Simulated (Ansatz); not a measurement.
# Formation energy and levels of the vacancy V_H in MgH2 (P4_2/mnm)

Wanted: the transition levels of a vacancy in MgH2 (P4_2/mnm), from a cell of 72 host atoms with 1 H taken out.

Main program and level: Ansatz 0.2.0; place-levels on PBEsol runs: charge-transition levels and formation energies with image-charge correction and potential alignment at the atomic sites.

**1. Starting point**

The cell holds 71 atoms: 24 Mg and 47 H. Its edges and angles: a = 8.954 Å, b = 8.954 Å, c = 9.023 Å, α = 90.0°, β = 90.0°, γ = 90.0°. It derives from MgH2 (space group P4_2/mnm). Nearest the centre at fractional (0.402, 0.598, 0.500): Mg25 at 1.93 Å, Mg67 at 1.95 Å, Mg61 at 1.95 Å, H47 at 2.48 Å, H15 at 2.74 Å, H70 at 2.74 Å, H9 at 2.74 Å, H64 at 2.74 Å.

Coordinates:

```xyz
71
Lattice="8.9544 0.0000 0.0000 0.0000 8.9544 0.0000 0.0000 0.0000 9.0232" Properties=species:S:1:pos:R:3 pbc="T T T"
Mg    2.2386    2.2386    1.5039
Mg    0.0000    0.0000    0.0000
H     3.1141    3.1141    0.0000
H     3.6017    0.8755    1.5039
H     1.3631    1.3631    0.0000
H     0.8755    3.6017    1.5039
Mg    2.2386    2.2386    4.5116
Mg    0.0000    0.0000    3.0077
H     3.1141    3.1141    3.0077
H     3.6017    0.8755    4.5116
H     1.3631    1.3631    3.0077
H     0.8755    3.6017    4.5116
Mg    2.2386    2.2386    7.5194
Mg    0.0000    0.0000    6.0155
H     3.1141    3.1141    6.0155
H     3.6017    0.8755    7.5194
H     1.3631    1.3631    6.0155
H     0.8755    3.6017    7.5194
Mg    2.2386    6.7158    1.5039
Mg    0.0000    4.4772    0.0000
H     3.1141    7.5913    0.0000
H     3.6017    5.3527    1.5039
H     1.3631    5.8403    0.0000
H     0.8755    8.0789    1.5039
Mg    2.2386    6.7158    4.5116
Mg    0.0000    4.4772    3.0077
H     3.1141    7.5913    3.0077
H     1.3631    5.8403    3.0077
H     0.8755    8.0789    4.5116
Mg    2.2386    6.7158    7.5194
Mg    0.0000    4.4772    6.0155
H     3.1141    7.5913    6.0155
H     3.6017    5.3527    7.5194
H     1.3631    5.8403    6.0155
H     0.8755    8.0789    7.5194
Mg    6.7158    2.2386    1.5039
Mg    4.4772    0.0000    0.0000
H     7.5913    3.1141    0.0000
H     8.0789    0.8755    1.5039
H     5.8403    1.3631    0.0000
H     5.3527    3.6017    1.5039
Mg    6.7158    2.2386    4.5116
Mg    4.4772    0.0000    3.0077
H     7.5913    3.1141    3.0077
H     8.0789    0.8755    4.5116
H     5.8403    1.3631    3.0077
H     5.3527    3.6017    4.5116
Mg    6.7158    2.2386    7.5194
Mg    4.4772    0.0000    6.0155
H     7.5913    3.1141    6.0155
H     8.0789    0.8755    7.5194
H     5.8403    1.3631    6.0155
H     5.3527    3.6017    7.5194
Mg    6.7158    6.7158    1.5039
Mg    4.4772    4.4772    0.0000
H     7.5913    7.5913    0.0000
H     8.0789    5.3527    1.5039
H     5.8403    5.8403    0.0000
H     5.3527    8.0789    1.5039
Mg    6.7158    6.7158    4.5116
Mg    4.4772    4.4772    3.0077
H     7.5913    7.5913    3.0077
H     8.0789    5.3527    4.5116
H     5.8403    5.8403    3.0077
H     5.3527    8.0789    4.5116
Mg    6.7158    6.7158    7.5194
Mg    4.4772    4.4772    6.0155
H     7.5913    7.5913    6.0155
H     8.0789    5.3527    7.5194
H     5.8403    5.8403    6.0155
H     5.3527    8.0789    7.5194
```

Screening for the image-charge correction: ε∞ = (4.16, 4.16, 4.21), ε0 = (11.89, 11.89, 8.50), from a response run on this crystal (DFPT, PBEsol) at that run's own cell.

The cell's shortest repeat is 9.0 Å.

**2. Charge states**

A transition level is the Fermi level at which two charge states cost the same, so each charge needs its own total energy, at its own relaxed structure.

Random displacements of about 0.05 Å break the site symmetry at the start, so that the relaxation can reach a distorted minimum if there is one. Forces are taken at one point at (¼, ¼, ¼). The cell holds 1 electron more than the neutral one, with a uniform background that keeps it neutral on the whole.

The sampling was tested on the host first: at the k-points planned (1x1x1 shifted 0.25 0.25 0.25) its energy lies 0.000 eV an atom from the dense-mesh value, under the bound of 0.02 eV set for this test; that bounds the host's error, not the defect's.

One of the inputs; charge, spin and start change from state to state.

Input file qm1.relax/input.yaml:

```yaml
crystal:
  lattice:
    - [4.47718515, 0.0, 0.0]
    - [0.0, 4.47718515, 0.0]
    - [0.0, 0.0, 3.0077407]
  atoms:
    - { symbol: Mg, position: [0.5, 0.5, 0.5] }
    - { symbol: Mg, position: [0.0, 0.0, 0.0] }
    - { symbol: H, position: [0.69554375, 0.69554375, 0.0] }
    - { symbol: H, position: [0.80445625, 0.19554375, 0.5] }
    - { symbol: H, position: [0.30445625, 0.30445625, 0.0] }
    - { symbol: H, position: [0.19554375, 0.80445625, 0.5] }
  supercell: [2, 2, 3]
  defects: [{ vacancy: 27 }]
total_charge: -1
basis:
  ecutwfc: 420
  xc_grid: 2
hamiltonian:
  xc: pbesol
kpoints:
  mp_grid: { grid: [1, 1, 1], shift: [0.25, 0.25, 0.25] }
scf:
  occupations: { method: fixed }
  max_iter: 80
output:
  forces: true
  charged_corrections: { epsilon: [4.16, 4.16, 4.21], static_epsilon: [11.89, 11.89, 8.5] }
relax:
  f_tol: 0.02
  max_steps: 80
  random_displacement: { amplitude: 0.05, seed: 7334 }
checkpoint:
  write: "../qm1.relax.run"
  compress: false
  write_wavefunctions: true
  write_every: 100000
```

On the command line:

```sh
$ ansatz run input.yaml --threads 4 --pin off --max-ram 7536MiB --backend cpu --events-out ev --progress --plain --runs-dir out
```

The relaxed structure is kept and the sampling changed to a 2×2×2 shifted mesh.

The run of this state that the levels use, under PBEsol:

Input file qm1.point/input.yaml:

```yaml
crystal:
  checkpoint: "../qm1.relax.run"
  host: checkpoint
total_charge: -1
basis:
  ecutwfc: 420
  xc_grid: 2
hamiltonian:
  xc: pbesol
kpoints:
  mp_grid: { grid: [2, 2, 2], shift: [0.5, 0.5, 0.5] }
scf:
  occupations: { method: fermi_dirac, width: 0.01 }
  max_iter: 80
output:
  forces: true
  eigenvalues: true
  charged_corrections:
    epsilon: [4.16, 4.16, 4.21]
    static_epsilon: [11.89, 11.89, 8.5]
    defect_position: [0.402228, 0.597772, 0.5]
  eigenstates: { localisation: true }
  populations: true
  band_densities: [{ bands: [v1, v1] }, { bands: [c1, c1] }]
  write_density: true
  write_potential: true
  volumetric_format: npy
checkpoint:
  read: "../qm1.relax.run"
  write: "../qm1.point.run"
  compress: false
  write_wavefunctions: false
  write_every: 100000
```

Relaxations under PBEsol at one point at (¼, ¼, ¼); times on 4 threads of Arm Neoverse V1, shared host:

| charge | moment (μB) | occupations | outcome | steps | largest displacement against the far atoms (Å) | time |
| --- | --- | --- | --- | --- | --- | --- |
| −1 | 0 | fixed | converged | 5 | 0.28 | 29 s |
| 0 | 1 | fixed | converged | 4 | 0.03 | 46 s |
| +1 | 0 | fixed | converged | 4 | 0.28 | 24 s |

Single points under PBEsol at a 2×2×2 shifted mesh; times on 4 threads of Arm Neoverse V1, shared host:

| charge | moment (μB) | occupations | outcome | time |
| --- | --- | --- | --- | --- |
| −1 | 0 | fermi-dirac | converged | 52 s |
| 0 | 1 | fermi-dirac | converged | 2 min |
| +1 | 0 | fermi-dirac | converged | 54 s |

Distances (Å) from the ideal centre to the nearest atoms after relaxation with PBEsol:

| charge | moment (μB) | 1. | 2. | 3. | 4. | 5. | 6. |
| --- | --- | --- | --- | --- | --- | --- | --- |
| −1 | 0 | Mg 1.65 | Mg 1.80 | Mg 1.80 | H 2.50 | H 2.78 | H 2.79 |
| 0 | 1 | Mg 1.91 | Mg 1.95 | Mg 1.96 | H 2.44 | H 2.72 | H 2.72 |
| +1 | 0 | Mg 2.20 | Mg 2.21 | Mg 2.22 | H 2.40 | H 2.62 | H 2.63 |

**3. place-levels, PBEsol**

A charged cell interacts with its images and the background, and its potential has another zero than the host's. place-levels removes the first by a point-charge model, screened by the static dielectric constant since the ions have relaxed around the charge, and the second by comparing potentials at atoms far from the defect.

The host is a run of the defect-free crystal in the same cutoffs, grids and k-points, so that basis and sampling errors cancel in part in the differences. Its band edges come from a run of the primitive cell that searches the zone for them. The host is run in a cell of 18 atoms on a matching mesh. Chemical potentials are energies per atom of H (H2 molecule), run with the same functional and cutoff.

Input file levels.point.yaml:

```yaml
host:
  run: host.point.run
  levels_from: { run: edges.point.run }
states: [qm1.point.run, q0_M1.point.run, qp1.point.run]
geometry_from:
  qm1.point.run: qm1.relax.run
  q0_M1.point.run: q0_M1.relax.run
  qp1.point.run: qp1.relax.run
  host.point.run: host.relax.run
chemical_potentials:
  H:
    energy: -15.609288
    dataset: "<sha256 of the dataset>"
epsilon: [4.16, 4.16, 4.21]
static_epsilon: [11.89, 11.89, 8.5]
vertical:
  - { from: qm1.point.run, to: qm1.point_neutral.run }
  - { from: qp1.point.run, to: qp1.point_neutral.run }
```

On the command line:

```sh
$ ansatz place-levels levels.point.yaml -- --threads 4 --pin off --max-ram 7536MiB
```

Numbers of over 12 decimals in the logs are rounded to 6 here.

Output:

```text
[... repeated set-up lines and file paths are left out, and long positions are rounded to six places ...]
(+1/0) 2.392 eV above the valence edge, 1.082 eV under the conduction edge
(0/-1) 2.871 eV above the valence edge, 0.603 eV under the conduction edge
formation energy of charge +1: -1.037 eV with the Fermi level at the valence edge
formation energy of charge 0: +1.354 eV with the Fermi level at the valence edge
formation energy of charge -1: +4.225 eV with the Fermi level at the valence edge
vertical -1 to 0: no energy, since no alignment is typed
  the change from vertical[0].from (qm1.point.run) to vertical[0].to (qm1.point_neutral.run): by its potential at epsilon [4.16, 4.16, 4.21] it stands at 0.393 0.606 0.500, with an rms radius of about 2.1 Å (1.2 1.2 1.2 Å across the planes of the cell's [...]
vertical +1 to 0: no energy, since no alignment is typed
  the change from vertical[1].from (qp1.point.run) to vertical[1].to (qp1.point_neutral.run): by its potential at epsilon [4.16, 4.16, 4.21] it stands at 0.403 0.597 0.500, with an rms radius of about 2.3 Å (1.3 1.3 1.3 Å across the planes of the cell's [...]
  edges by pbesol of host.levels_from (edges.point.run), its mesh sampled to repeats of 26.86 Å (the valence edge +0.038 eV and the conduction edge -0.229 eV from those of the host's own run), gap 3.473 eV; the host is sampled to repeats of 25.33 Å
  the defect's cells are sampled to repeats of 25.33 Å, like sampling
  charge +1: -46640.8870 eV with its correction of +0.185 eV, at epsilon [11.89, 11.89, 8.5], aligned at sites: -0.0263 eV, mean over 39 atomic sites at or beyond 4.48 Å from the defect at [0.4022, 0.5978, 0.5000], with +0.000000 for the charge's moments and [...]
  charge 0: +0.000 eV for its dipole among its images, +0.000 omitted
  charge -1: -46631.6193 eV with its correction of +0.207 eV, at epsilon [11.89, 11.89, 8.5], aligned at sites: +0.0046 eV, mean over 39 atomic sites at or beyond 4.48 Å from the defect at [0.4022, 0.5978, 0.5000], with +0.000000 for the charge's moments and [...]
  of states[2] (qp1.point.run): its displacements don't fall off away from the defect: farther atoms stand 0.054 Å off the host's places. [...]
  of states[1] (q0_M1.point.run): stability_check_not_made
  of states[0] (qm1.point.run): its displacements don't fall off away from the defect: farther atoms stand 0.035 Å off the host's places. [...]
  of vertical[0].from (qm1.point.run): its displacements don't fall off away from the defect: farther atoms stand 0.035 Å off the host's places. [...]
  of vertical[0].to (qm1.point_neutral.run): its displacements don't fall off away from the defect: farther atoms stand 0.035 Å off the host's places. [...]
  of vertical[1].from (qp1.point.run): its displacements don't fall off away from the defect: farther atoms stand 0.054 Å off the host's places. [...]
  of vertical[1].to (qp1.point_neutral.run): its displacements don't fall off away from the defect: farther atoms stand 0.054 Å off the host's places. [...]
```

Wall time 0.37 s (4 threads of Arm Neoverse V1, shared host).

Under PBEsol the gap is 3.47 eV, (+1/0) 2.39, (0/−1) 2.87 eV.

Levels between the charges placed, in eV above the valence top:

|  | gap (eV) | (+1/0) | (0/−1) |
| --- | --- | --- | --- |
| PBEsol | 3.47 | 2.39 | 2.87 |

Corrections by state:

| charge | moment (μB) | image terms and alignment (eV) | band filling (eV) | ε used | over the lowest of its charge, as the program ranks them, band filling apart (eV) |
| --- | --- | --- | --- | --- | --- |
| +1 | 0.0 | 0.185 | - | principal values (8.50, 11.89, 11.89) | 0.000 |
| 0 | 1.0 | 0.000 | - | - | 0.000 |
| −1 | 0.0 | 0.207 | - | principal values (8.50, 11.89, 11.89) | 0.000 |

The charged structures listed were also run neutral, and place-levels reads from each pair, by the potential or the spins, how wide the charge is by which they differ; that can be the carrier of either run.

| charge | rms radius (Å) | spread where it is widest against the cell (Å) | wide from (Å) | reading |
| --- | --- | --- | --- | --- |
| +1 | 2.3 | 1.34 | 1.55 | narrow |
| −1 | 2.1 | 1.23 | 1.56 | narrow |

The neutral runs of these pairs need not share the spin of the lowest neutral state, and very wide values only mean spread over the cell.

From the program's caveats on the states, each cut to its opening words:

- charge +1: its displacements don't fall off away from the defect: farther atoms stand 0.054 Å off the host's places
- charge 0 (1 μB): flagged: stability check not made
- charge −1: its displacements don't fall off away from the defect: farther atoms stand 0.035 Å off the host's places

The host's formation energy from the elements is -0.207 eV per atom; it sets how far the chemical potentials can move.

Limit set by the element alone; other compounds of these elements are not counted. Chemical potentials from the elements' reference states: H 0.00 eV, Mg -0.62 eV. Formation energy by charge state (H-rich; gap 3.47 eV):

| charge | at valence top (eV) | at conduction bottom (eV) | correction included (eV) |
| --- | --- | --- | --- |
| +1 | -1.04 | 2.44 | 0.19 |
| 0 | 1.35 | 1.35 | 0.00 |
| −1 | 4.23 | 0.75 | 0.21 |

(Fermi level (eV), lowest formation energy (eV)): (0.00, -1.04), (0.32, -0.72), (0.63, -0.41), (0.95, -0.09), (1.26, 0.22), (1.58, 0.54), (1.90, 0.86), (2.21, 1.17), (2.53, 1.35), (2.84, 1.35), (3.16, 1.07), (3.47, 0.75)

Limit set by the element alone; other compounds of these elements are not counted. Chemical potentials from the elements' reference states: Mg 0.00 eV, H -0.31 eV. Formation energies (Mg-rich), with the Fermi level at the valence top and at the conduction bottom (gap 3.47 eV):

| charge | at valence top (eV) | at conduction bottom (eV) | correction included (eV) |
| --- | --- | --- | --- |
| +1 | -1.35 | 2.13 | 0.19 |
| 0 | 1.04 | 1.04 | 0.00 |
| −1 | 3.91 | 0.44 | 0.21 |

Fermi level (eV), lowest formation energy (eV) and a bar from the least value:
```
     0.00      -1.35 
     0.32      -1.03 ####
     0.63      -0.72 ########
     0.95      -0.40 ############
     1.26      -0.09 ################
     1.58       0.23 ####################
     1.90       0.55 ########################
     2.21       0.86 ############################
     2.53       1.04 ##############################
     2.84       1.04 ##############################
     3.16       0.76 ##########################
     3.47       0.44 ######################
```

**4. Effect of the sampling**

The relaxations' own energies give the levels at their sampling, for comparison.

Input file levels.relax_mesh.yaml:

```yaml
host:
  run: host.relax.run
  levels_from: { run: edges.relax.run }
states: [qm1.relax.run, q0_M1.relax.run, qp1.relax.run]
chemical_potentials:
  H:
    energy: -15.609288
    dataset: "<sha256 of the dataset>"
```

On the command line:

```sh
$ ansatz place-levels levels.relax_mesh.yaml -- --threads 4 --pin off --max-ram 7536MiB
```

Output:

```text
(+1/0) 2.399 eV above the valence edge, 1.075 eV under the conduction edge
(0/-1) 2.876 eV above the valence edge, 0.597 eV under the conduction edge
formation energy of charge +1: -1.043 eV with the Fermi level at the valence edge
formation energy of charge 0: +1.355 eV with the Fermi level at the valence edge
formation energy of charge -1: +4.232 eV with the Fermi level at the valence edge
  edges by pbesol of host.levels_from (edges.relax.run), its mesh sampled to repeats of 26.86 Å (the valence edge +0.038 eV and the conduction edge -0.229 eV from those of the host's own run), gap 3.473 eV; the host is sampled to repeats of 12.66 Å
[... the lines on each state left out ...]
```

Wall time 0.14 s (4 threads).

Levels between neighbouring charges, in eV above the valence top:

|  | gap (eV) | (+1/0) | (0/−1) |
| --- | --- | --- | --- |
| one point at (¼, ¼, ¼) | 3.47 | 2.40 | 2.88 |
| a 2×2×2 shifted mesh | 3.47 | 2.39 | 2.87 |

Going from one point at (¼, ¼, ¼) to a 2×2×2 shifted mesh moves the levels that carry no band-filling term by up to 0.01 eV and formation energies against the elements by up to 0.01 eV.

**5. Placing the levels, r2SCAN**

r2SCAN on the same structure is run to see how far the result rests on the functional, though not on the errors that semilocal functionals share; the sampling changes too, to one point at (¼, ¼, ¼), so differences hold both changes.

Input file qm1.r2scan/input.yaml:

```yaml
crystal:
  checkpoint: "../qm1.relax.run"
  host: checkpoint
total_charge: -1
basis:
  ecutwfc: 500
  xc_grid: 2
hamiltonian:
  xc: r2scan
kpoints:
  mp_grid: { grid: [1, 1, 1], shift: [0.25, 0.25, 0.25] }
scf:
  occupations: { method: fermi_dirac, width: 0.01 }
  max_iter: 80
output:
  forces: true
  eigenvalues: true
  charged_corrections:
    epsilon: [4.16, 4.16, 4.21]
    static_epsilon: [11.89, 11.89, 8.5]
    defect_position: [0.402228, 0.597772, 0.5]
checkpoint:
  write: "../qm1.r2scan.run"
  compress: false
  write_wavefunctions: false
  write_every: 100000
```

Run time: 17 s. Hardware: 4 threads; peak memory 1.5 GiB.

Input file levels.r2scan.yaml:

```yaml
host:
  run: host.r2scan.run
states: [qm1.r2scan.run, q0_M1.r2scan.run, qp1.r2scan.run]
geometry_from:
  qm1.r2scan.run: qm1.relax.run
  q0_M1.r2scan.run: q0_M1.relax.run
  qp1.r2scan.run: qp1.relax.run
  host.r2scan.run: host.relax.run
chemical_potentials:
  H:
    energy: -15.945667
    dataset: "<sha256 of the dataset>"
```

On the command line:

```sh
$ ansatz place-levels levels.r2scan.yaml -- --threads 4 --pin off --max-ram 7536MiB
```

Output:

```text
(+1/0) 2.779 eV above the valence edge, 1.562 eV under the conduction edge
(0/-1) 3.554 eV above the valence edge, 0.787 eV under the conduction edge
formation energy of charge +1: -1.327 eV with the Fermi level at the valence edge
formation energy of charge 0: +1.452 eV with the Fermi level at the valence edge
formation energy of charge -1: +5.006 eV with the Fermi level at the valence edge
  edges by r2scan, gap 4.341 eV; the host is sampled to repeats of 12.66 Å
[... the lines on each state left out ...]
```

The job ended after 0.22 s (4 threads).

Under r2SCAN the gap is 4.34 eV, (+1/0) 2.78, (0/−1) 3.55 eV.

**6. Cost and result**

Levels between neighbouring charges, in eV above each run's own valence top:

|  | gap (eV) | (+1/0) | (0/−1) | CPU time a state at this stage (restarts are quicker than cold starts) |
| --- | --- | --- | --- | --- |
| PBEsol, 2×2×2 shifted mesh | 3.47 | 2.39 | 2.87 | 4.6 min |
| r2SCAN on PBEsol structures, (¼, ¼, ¼) | 4.34 | 2.78 | 3.55 | 1.9 min |

**7. What came out**

| Property | Result |
| --- | --- |
| gap of the host | 3.47 eV (PBEsol) |
| level (plus 1/0) | 2.39 eV above the valence top |
| level (0/minus 1) | 2.87 eV above the valence top |
| lowest of the charges placed, just above the valence top (0.02 eV) | +1 |
| lowest of the charges placed, just below the conduction bottom (0.02 eV) | −1 |
| lowest formation energy at mid-gap of the charges run, H-rich | 0.70 eV |
| lowest formation energy at mid-gap of the charges run, Mg-rich | 0.39 eV |

In words: Of the charges placed (−1, 0 and +1), the lowest changes at 2.39 eV (+1/0) and 2.87 eV (0/−1) above the valence top, in a gap of 3.47 eV. Charges above +1 and below −1 were not placed, so these runs say nothing of levels that involve them. States placed: +1 at 0 μB; 0 at 1 μB; −1 at 0 μB. Other spin states or structures, where not listed, weren't placed. Going from one point at (¼, ¼, ¼) to a 2×2×2 shifted mesh moves the levels that carry no band-filling term by up to 0.01 eV and formation energies against the elements by up to 0.01 eV. Keep in mind: the images are only 9.0 Å apart; PBEsol makes the gap too small and tends to spread out bound carriers.

[Logs are printed without paths, hosts, clocks, repeated set-up lines and the standing remarks that a program may print on its own settings, such as how far it seeks lower states.]

[Hosts, paths, dates, database ids (printed as entryN), source tags and the programs' standing remarks are cut or masked in the printed files.]

[Where a table of states has a column of steps, it counts the stored structures, which are thinned; the runs took as many ionic steps or more.]

[A defect's name tells the site on which it was built; relaxed atoms can leave that site.]

[For some hosts the program warned that the k-mesh of the response run may be too coarse for force constants and the static dielectric constant; such warnings are not shown here.]
